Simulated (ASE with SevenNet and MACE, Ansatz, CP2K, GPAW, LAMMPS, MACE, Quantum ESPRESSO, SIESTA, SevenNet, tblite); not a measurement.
**Running liquid (Cs,Li)Cl at 1300 K (106 atoms) with machine-learned potentials**

Aim: run liquid (Cs,Li)Cl at 1300 K (106 atoms) in machine-learned potentials and see how near its forces come to a plane-wave reference, and at what cost.

Method: the method is named at each step, in ASE with SevenNet and MACE.

### Step 1. Set-up

The cell holds 106 atoms: 12 Cs, 41 Li and 53 Cl. Its edges and angles: a = 14.984 Å, b = 14.984 Å, c = 14.984 Å, α = 90.0°, β = 90.0°, γ = 90.0°. 106 atoms (12 Cs, 41 Li, 53 Cl) placed at random at 1.85 g/cm³, melted at 1800 K for 10 ps at fixed volume with the Lennard-Jones and Coulomb ion parameters for SPC/E (Joung and Cheatham, J. Phys. Chem. B 112, 9020 (2008)), full charges. Snapshot at the end of a hold of 20 ps at 1300 K and fixed volume.

The yardstick, on the same geometry:

- method: Kohn-Sham DFT, PBE, PAW, plane waves (Ansatz 0.2.0); cutoff 420 eV, Γ point, fermi-dirac smearing of 0.05 eV; PAW set soft_2
- r.m.s. force component: 0.3577 eV/Å
- longest force: 1.264 eV/Å
- pressure: -0.5121 GPa
- gap (highest filled to lowest empty level): 3.482 eV
- SCF cycles: 8
- time: 25 s on 8 threads of Arm Neoverse V2, shared host
- CPU time: 3.1 min

### Step 2. SevenNet l3i5 potential

Method: machine-learned interatomic potential SevenNet l3i5, trained on PBE(+U) plane-wave data.

Input file run.py:

```python
import numpy as np
from ase.io import read
import mlip  # loads the published weights by name

atoms = read("structure.xyz")
atoms.calc = mlip.calc("7net-l3i5")
energy = atoms.get_potential_energy()
forces = atoms.get_forces()
print(f"energy {energy:.6f} eV")
print("forces (eV/A)")
for i, (a, f) in enumerate(zip(atoms, forces)):
    print(f"{i:4d} {a.symbol:2s} {f[0]:10.5f} {f[1]:10.5f} {f[2]:10.5f}")
stress = -atoms.get_stress(voigt=False) * 160.21766
print("stress (GPa, compression positive)")
for row in stress:
    print(" ".join(f"{x:10.4f}" for x in row))
```

Input file structure.xyz:

```xyz
106
Lattice="14.98410 0.00000 0.00000 0.00000 14.98410 0.00000 0.00000 0.00000 14.98410" Properties=species:S:1:pos:R:3 pbc="T T T"
Cs 9.54277 11.23778 11.06141
Cs 8.80166 2.66447 2.31175
Cs 2.41888 8.03253 9.85699
Cs 9.57829 1.55730 11.02066
Cs 5.55371 11.75667 6.47433
Cs 0.01693 10.67183 14.33858
Cs 1.05803 3.39959 4.26223
Cs 11.11580 14.43059 0.81334
Cs 5.39068 6.69010 13.62294
Cs 6.84863 14.15233 3.46118
Cs 12.69258 3.95640 12.39784
Cs 3.26234 0.66514 10.09584
Li 11.16675 9.92382 1.11572
Li 3.86185 14.82617 0.12512
Li 10.92820 6.54610 4.09905
Li 10.56514 7.42312 8.88347
Li 14.54207 3.25814 9.06343
Li 4.94236 7.14697 6.21600
Li 13.36312 2.34681 3.39210
Li 3.63245 0.83881 4.97217
Li 6.47957 4.25788 9.59162
Li 2.32508 11.51049 3.71845
Li 14.55391 13.90854 5.58862
Li 12.38091 14.02497 3.72759
Li 4.72029 4.56655 3.95520
Li 3.90740 4.02503 7.66047
Li 6.36015 14.23699 12.42721
Li 9.88441 13.79556 6.53786
Li 12.32757 11.85362 8.39754
Li 13.52929 10.73476 3.89167
Li 13.00845 14.60815 9.50936
Li 7.61312 6.33303 2.27863
Li 8.90700 5.00064 6.21900
Li 0.22716 9.08546 5.39937
Li 7.19806 10.12506 1.74505
Li 0.58873 0.10998 1.10568
Li 5.02537 11.91191 10.50400
Li 4.49358 9.13326 2.92415
Li 4.44773 3.43870 0.83896
Li 13.68528 7.69658 8.57810
Li 0.69736 7.47602 13.57305
Li 2.58416 6.89913 3.45174
Li 8.25684 4.13351 13.83662
Li 1.70489 4.35303 11.48232
Li 6.55120 1.09774 7.83923
Li 11.63156 3.91055 8.44908
Li 1.25747 11.71532 7.97843
Li 1.15003 3.89766 0.45132
Li 11.99612 8.36982 12.62440
Li 3.21499 11.04178 14.85793
Li 10.04624 10.84249 4.42331
Li 13.09550 6.91831 2.27279
Li 7.57221 9.06958 6.77311
Cl 7.87774 8.19406 0.36816
Cl 4.48654 12.46228 12.82144
Cl 2.86481 4.62769 2.13434
[... 46 atom lines left out ...]
Cl 3.36813 5.23724 5.80664
Cl 1.92051 13.14345 0.24814
Cl 13.83557 5.04395 7.82320
Cl 14.52334 0.06114 3.23582
```

The run is started by

```sh
OMP_NUM_THREADS=1 python run.py > output.txt
```

The program printed:

```text
energy -361.263123 eV
forces (eV/A)
   0 Cs    0.26637   -0.51044   -0.19319
   1 Cs   -0.49954   -0.73596   -0.26936
   2 Cs    0.62974    0.25668   -0.10189
   3 Cs   -0.74277   -0.12109   -0.13209
   4 Cs    0.41713    0.37997    0.43458
   5 Cs   -0.31630    0.27709    0.40357
   6 Cs   -0.63682    0.49271    0.11316
   7 Cs   -0.28565   -0.01617   -1.01427
   8 Cs   -0.37752    0.67034    0.07978
   9 Cs   -0.04846   -0.42446   -0.65868
  10 Cs    0.25432    0.30992    0.67782
  11 Cs   -0.45902   -0.40458    0.60603
  12 Li   -0.24565    0.42132    0.11655
  13 Li   -0.05113    0.12342   -0.36482
  14 Li   -0.07901   -0.37793    0.33267
  15 Li    0.13618    0.02264   -0.16007
  16 Li    0.04641    0.07271   -0.05625
  17 Li    0.00800   -0.07465   -0.18430
  18 Li   -0.53847    0.03256   -0.72774
  19 Li   -0.14844   -0.32099    0.32643
  20 Li    0.11169   -0.05817   -0.08781
  21 Li    0.28068   -0.13127   -0.22497
  22 Li    0.47852    0.31385    0.13900
  23 Li    0.03295   -0.10558    0.05092
[...]
98 Cl   -0.58918    0.34077   -0.31475
  99 Cl   -0.65989   -0.20737    0.42060
 100 Cl   -0.84376    0.72727   -0.51225
 101 Cl   -0.05504   -0.52297   -0.06779
 102 Cl   -0.08700   -0.10065   -0.15150
 103 Cl   -0.02856    0.31605    0.25502
 104 Cl   -0.37316    0.08130    0.09322
 105 Cl   -0.08665    0.03376    0.30623
stress (GPa, compression positive)
    0.0907    -0.3062     0.0920
   -0.3062    -1.1070    -0.1972
    0.0920    -0.1972    -0.5839
```

It took 11 s on 1 thread of Arm Neoverse V2, shared host; peak memory 1 GiB.

Banners, paths, timers and routine set-up lines are dropped from the logs unmarked, and long logs keep their key lines alone; longer cuts are marked.

Numbers from this run, and their distance from the reference:

* r.m.s. force component: 0.3681 eV/Å
* r.m.s. difference of force components: 64.48 meV/Å
* longest difference of force vectors: 255.8 meV/Å
* force difference over r.m.s. force: 18.03 %
* slope of forces against the reference's: 1.014
* correlation of force components: 0.9846
* pressure: -0.5334 GPa
* pressure difference: -0.0213 GPa

Length of the force difference by element (eV/Å):

| element | atoms | mean | most |
| --- | --- | --- | --- |
| Cl | 53 | 0.099 | 0.25 |
| Cs | 12 | 0.11 | 0.19 |
| Li | 41 | 0.091 | 0.26 |

A closer look about Li26, picked at random: 9 atoms, nearest first, numbered in the order of the input, with positions taken from that point.

| atom | x | y | z | distance (Å) | bonds | Fx | Fy | Fz (eV/Å) |
| --- | --- | --- | --- | --- | --- | --- | --- | --- |
| Li26 | 0.00 | 0.00 | 0.00 | 0.00 | 3 | 0.20 | -0.11 | 0.22 |
| Cl103 | -0.54 | 1.21 | -1.85 | 2.28 | 5 | -0.09 | -0.10 | -0.15 |
| Cl85 | -0.36 | 0.80 | 2.31 | 2.47 | 4 | 0.04 | -0.35 | -0.37 |
| Cl74 | 0.32 | -2.47 | -0.31 | 2.51 | 4 | 0.49 | 0.49 | -0.98 |
| Cl63 | 2.69 | 1.49 | -0.32 | 3.09 | 3 | -0.34 | 0.14 | 0.01 |
| Li21 | 2.57 | 0.23 | 1.93 | 3.22 | 4 | 0.11 | -0.06 | -0.09 |
| Li18 | 1.03 | 3.12 | -1.44 | 3.59 | 4 | 0.01 | -0.07 | -0.18 |
| Li25 | 0.81 | 0.54 | -3.71 | 3.83 | 4 | 0.08 | 0.03 | -0.28 |
| Li45 | 2.64 | -2.93 | 0.18 | 3.95 | 3 | 0.04 | 0.18 | 0.19 |

Atoms are counted from 1 here, from 0 in the log.

Forces lie 18 % from the reference's, at 0.050 times its CPU time (on 1 against 8 cores).

### Step 3. MACE MP-0b2 small potential

Method: machine-learned interatomic potential MACE MP-0b2 small, trained on PBE(+U) plane-wave data.

run.py, as its differences from that of step 2:

```diff
@@ -5,3 +5,3 @@
 atoms = read("structure.xyz")
-atoms.calc = mlip.calc("7net-l3i5")
+atoms.calc = mlip.calc("mace-mp-0b2-small")
 energy = atoms.get_potential_energy()
```

structure.xyz is that of step 2.

The program printed:

```text
energy -360.381327 eV
forces (eV/A)
   0 Cs    0.71813   -0.64426   -0.02653
   1 Cs   -0.45776   -0.82680   -0.48624
   2 Cs    0.76253    0.34417   -0.09155
   3 Cs   -0.74273   -0.21919   -0.04264
   4 Cs    0.42942    0.19490    0.60089
   5 Cs   -0.43126    0.25195    0.42660
   6 Cs   -0.27660    0.46150    0.04653
   7 Cs   -0.31183   -0.06695   -1.22188
   8 Cs   -0.52992    0.82428    0.08863
   9 Cs   -0.02393   -0.43099   -0.72050
  10 Cs    0.24740    0.46653    0.85337
  11 Cs   -0.66545   -0.42620    0.65595
  12 Li   -0.20534    0.40506    0.01474
  13 Li    0.04376    0.09709   -0.40414
  14 Li   -0.01758   -0.33616    0.33834
  15 Li    0.18183    0.05064   -0.13462
  16 Li    0.01443   -0.01709   -0.02575
  17 Li   -0.02555   -0.01771   -0.09705
  18 Li   -0.81750   -0.14817   -0.77812
  19 Li   -0.17409   -0.30296    0.37032
  20 Li    0.09364   -0.10398   -0.01563
  21 Li    0.20536   -0.18103   -0.14161
  22 Li    0.44334    0.33652    0.13463
  23 Li    0.08817   -0.12195    0.13558
[...]
98 Cl   -0.47598    0.47905   -0.31361
  99 Cl   -0.81475   -0.27180    0.34746
 100 Cl   -0.87952    0.68977   -0.56765
 101 Cl   -0.29584   -0.72830   -0.03522
 102 Cl   -0.05809   -0.13461   -0.12420
 103 Cl    0.05795    0.47997    0.28658
 104 Cl   -0.52590    0.05177    0.12520
 105 Cl   -0.00311    0.08953    0.23950
stress (GPa, compression positive)
   -0.1105    -0.2903     0.0880
   -0.2903    -1.3479    -0.1610
    0.0880    -0.1610    -0.7660
```

The job ended after 7.1 s (1 thread; peak memory 0.66 GiB).

Numbers from this run, and their distance from the reference:

```yaml
r_m_s_force_component: 0.3867 eV/Å
r_m_s_difference_of_force_components: 92.04 meV/Å
longest_difference_of_force_vectors: 397.8 meV/Å
force_difference_over_r_m_s_force: 25.73 %
slope_of_forces_against_the_reference_s: 1.051
correlation_of_force_components: 0.9724
pressure: -0.7415 GPa
pressure_difference: -0.2294 GPa
```

Against the first run (18 %), the force difference from the reference is 26 %, at 0.71 times the CPU time.

### Step 4. SevenNet 0 potential

Method: machine-learned interatomic potential SevenNet 0, trained on PBE(+U) plane-wave data.

run.py, as its differences from that of step 3:

```diff
@@ -5,3 +5,3 @@
 atoms = read("structure.xyz")
-atoms.calc = mlip.calc("mace-mp-0b2-small")
+atoms.calc = mlip.calc("7net-0")
 energy = atoms.get_potential_energy()
```

structure.xyz is that of step 3.

The program printed:

```text
energy -361.046936 eV
forces (eV/A)
   0 Cs    0.31003   -0.59411   -0.18595
   1 Cs   -0.52587   -0.87025   -0.40926
   2 Cs    0.62533    0.29962   -0.19689
   3 Cs   -0.75414   -0.13918   -0.02415
   4 Cs    0.43487    0.33078    0.54638
   5 Cs   -0.31587    0.26740    0.48138
   6 Cs   -0.60659    0.49039    0.08265
   7 Cs   -0.25973    0.03339   -1.07628
   8 Cs   -0.43801    0.62271    0.12395
   9 Cs    0.01297   -0.30507   -0.74511
  10 Cs    0.26069    0.32450    0.64036
  11 Cs   -0.46553   -0.43702    0.69196
  12 Li   -0.20426    0.43080    0.15496
  13 Li   -0.02177    0.17345   -0.39817
  14 Li   -0.05669   -0.39180    0.30959
  15 Li    0.13710    0.04801   -0.14827
  16 Li   -0.01864    0.07544   -0.03421
  17 Li   -0.00681   -0.09143   -0.22134
  18 Li   -0.55010    0.00979   -0.75317
  19 Li   -0.11954   -0.30817    0.29327
  20 Li    0.06948   -0.07991   -0.04718
  21 Li    0.22195   -0.10942   -0.19214
  22 Li    0.44246    0.28738    0.12405
  23 Li    0.06154   -0.17633    0.07768
[...]
98 Cl   -0.51174    0.35555   -0.32005
  99 Cl   -0.74390   -0.26157    0.40558
 100 Cl   -0.84768    0.71095   -0.57312
 101 Cl   -0.07992   -0.66548    0.04237
 102 Cl   -0.05718   -0.05568   -0.12355
 103 Cl   -0.02361    0.31634    0.26007
 104 Cl   -0.39525    0.04689    0.08543
 105 Cl   -0.08083    0.03536    0.29181
stress (GPa, compression positive)
    0.0301    -0.3215     0.0910
   -0.3215    -1.1403    -0.1661
    0.0910    -0.1661    -0.6049
```

The job ended after 7.2 s (1 thread; peak memory 0.72 GiB).

Against the reference:

| Item | Value |
| --- | --- |
| r.m.s. force component | 0.3779 eV/Å |
| r.m.s. difference of force components | 64.04 meV/Å |
| longest difference of force vectors | 272.6 meV/Å |
| force difference over r.m.s. force | 17.91 % |
| slope of forces against the reference's | 1.042 |
| correlation of force components | 0.9863 |
| pressure | -0.5717 GPa |
| pressure difference | -0.0596 GPa |

Against the first run (18 %), the force difference from the reference is 18 %, at 0.76 times the CPU time.

### Step 5. All runs compared

Differences are against the plane-wave reference, forces as r.m.s. over components; share is that over the reference's r.m.s. force, slope the least-squares factor from reference forces to these. Total energies of different programs have different zeros and aren't compared.

| run | Δ force, r.m.s. (meV/Å) | share (%) | slope | Δ pressure (GPa) | cores | CPU time | memory (GiB) |
| --- | --- | --- | --- | --- | --- | --- | --- |
| reference | - | - | - | - | 8 | 3.1 min | 4.1 |
| SevenNet l3i5 potential | 64.5 | 18.0 | 1.014 | -0.0213 | 1 | 9.4 s | 1.0 |
| MACE MP-0b2 small potential | 92.0 | 25.7 | 1.051 | -0.229 | 1 | 6.6 s | 0.66 |
| SevenNet 0 potential | 64.0 | 17.9 | 1.042 | -0.0596 | 1 | 7.2 s | 0.72 |

Times of the machine-learned potentials are mostly Python's start and the loading of weights.

CPU time is summed over cores on a shared host, where runs went side by side, so it is rough. Symmetry, cutoffs, thresholds, outputs and thread counts weren't matched or tuned between programs; memory under MPI is the largest rank's times the ranks.

### Step 6. Results

| Item | Value |
| --- | --- |
| nearest in forces | a tie at 18 % of 2 runs: SevenNet l3i5 potential; SevenNet 0 potential |

What this shows: Machine-learned potentials differ by 18 % (SevenNet 0 potential) to 26 % (MACE MP-0b2 small potential); they were trained on other programs' data. The frame stands for 1300 K, but pressures are static and levels are smeared at 580 K. The network of bonds at the start is that of the classical potential that made the cell, and needn't be the one that DFT or experiment would give. The ion parameters were fitted for water, not for melts, so the starting structure of this cell may lie well off the real melt's. The electronic-structure runs sample only Γ, in a cell whose shortest periodic width is 15 Å. Spin–orbit coupling is left out, which matters for the levels of the heavy elements.

[Also dropped from logs without a mark: logging warnings of Python, and SIESTA's first energy breakdown and zero terms.]

[Logs are printed without paths, hosts, clocks, repeated set-up lines and the standing remarks that a program may print on its own settings, such as how far it seeks lower states.]

[Hosts, paths, dates, database ids (printed as entryN), source tags and the programs' standing remarks are cut or masked in the printed files.]
